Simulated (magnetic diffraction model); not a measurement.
## YbCeO₃ below its ordering temperature

Space group Cmcm (no. 63), a = 3.3270 Å, b = 11.2860 Å, c = 7.7300 Å.

| site | atom | x | y | z |
| --- | --- | --- | --- | --- |
| 4a | Yb | 0 | 0 | 0 |
| 4c | Ce | 1/2 | 0.2545 | 3/4 |
| 4c | O | 0 | 0.1034 | 3/4 |
| 8f | O | 1/2 | 0.1508 | 0.4245 |

The compound is invented for this exercise: a known structure type with other elements, its cell scaled to their sizes and not relaxed.

Only Yb and Ce are taken to order (form factors of Yb3+ and Ce3+); orders and moment sizes are assumed, and not adapted to the symmetry. Radiation: neutrons of λ = 4.2 Å, 3° to 100°; isotropic B of 0.54 Å² (Yb), 0.59 Å² (Ce) and 0.88 Å² (O). The intensities are simulated: I ∝ L Σ (|F_N|² + |F_M⊥|²) for unpolarised neutrons, with F_M = 2.695 fm/μB × Σ f(s) S exp(2πi Q·r) exp(−B s²) at Q = H ± k (one set where k and −k are equivalent), only the part normal to Q counting and L = 1/(sin²θ cos θ). For collinear order S is the moment m, which repeats by lattice and centring translations R with the sign exp(−2πi k·R). Form factors are spin-only for 3d ions and dipole or tabulated for f ions, scattering lengths are Sears's of 1992, and absorption is left out. A label names one of the reflections at its angle. The strongest nuclear line in the range is 100, and lines under 0.2 are left out.

Above the ordering temperature:

| 2θ (°) | index | I |
| --- | --- | --- |
| 43.70 | (0 2 0) | 20.9 |
| 65.82 | (0 0 2) | 26.3 |
| 82.30 | (1 1 0) | 59.1 |
| 82.38 | (0 2 2) | 100.0 |
| 90.78 | (1 1 1) | 8.4 |
| 96.19 | (0 4 0) | 2.4 |

Below it (cell unchanged):

```tsv
2θ (°)	I
15.61	78.7
43.70	20.9
46.68	28.0
48.10	2.3
65.82	26.3
66.99	34.3
82.30	59.1
82.38	100.0
84.43	48.0
85.56	0.9
90.78	8.4
96.19	2.4
98.33	37.2
```

**Question.** Find the propagation vector, then choose among these models:
A. collinear moments along [101], 3.7 μB on Yb and 2 μB on Ce; signs + at (0, 0, 0), + at (0, 0, 1/2), − at (1/2, 0.2545, 3/4), + at (0, 0.2455, 1/4)
B. collinear moments along [001], 3.7 μB on Yb and 2 μB on Ce; signs + at (0, 0, 0), − at (0, 0, 1/2), + at (1/2, 0.2545, 3/4), + at (0, 0.2455, 1/4)
C. collinear moments along [101], 3.7 μB on Yb and 2 μB on Ce; signs + at (0, 0, 0), − at (0, 0, 1/2), + at (1/2, 0.2545, 3/4), + at (0, 0.2455, 1/4)
D. collinear moments along [001], 3.7 μB on Yb and 2 μB on Ce; signs + at (0, 0, 0), + at (0, 0, 1/2), − at (1/2, 0.2545, 3/4), + at (0, 0.2455, 1/4)

The new lines index as (0 0 1/2) at 15.61°, (0 2 1/2) at 46.68°, (0 0 3/2) at 48.10° and (0 2 3/2) at 66.99°, that is as H ± k with k = (0 0 3/2). Half indices mean that the moments reverse under translations with k·R a half-integer, and the magnetic cell has twice the primitive volume.

Magnetic intensity, observed (below minus above) and for each model:

| 2θ (°) | index | observed | A | B | C | D |
| --- | --- | --- | --- | --- | --- | --- |
| 15.61 | (0 0 1/2) | 78.7 | 78.7 | <0.2 | 20.2 | <0.2 |
| 46.68 | (0 2 1/2) | 28.0 | 28.0 | 105.7 | 107.9 | 27.4 |
| 48.10 | (0 0 3/2) | 2.3 | 2.3 | <0.2 | 8.9 | <0.2 |
| 66.99 | (0 2 3/2) | 34.3 | 34.3 | 7.5 | 8.9 | 28.9 |
| 84.43 | (1 1 1/2) | 48.0 | 48.0 | 53.8 | 46.4 | 55.6 |
| 85.56 | (0 0 5/2) | 0.9 | 0.9 | <0.2 | 3.5 | <0.2 |
| 98.33 | (0 4 1/2) | 37.2 | 37.2 | 9.8 | 9.9 | 37.0 |

Model A matches.

The structure used: k = (0 0 3/2), collinear moments along [101], 3.7 μB on Yb and 2 μB on Ce; signs + at (0, 0, 0), + at (0, 0, 1/2), − at (1/2, 0.2545, 3/4), + at (0, 0.2455, 1/4).

[Logs are printed without paths, hosts, clocks, repeated set-up lines and the standing remarks that a program may print on its own settings, such as how far it seeks lower states.]
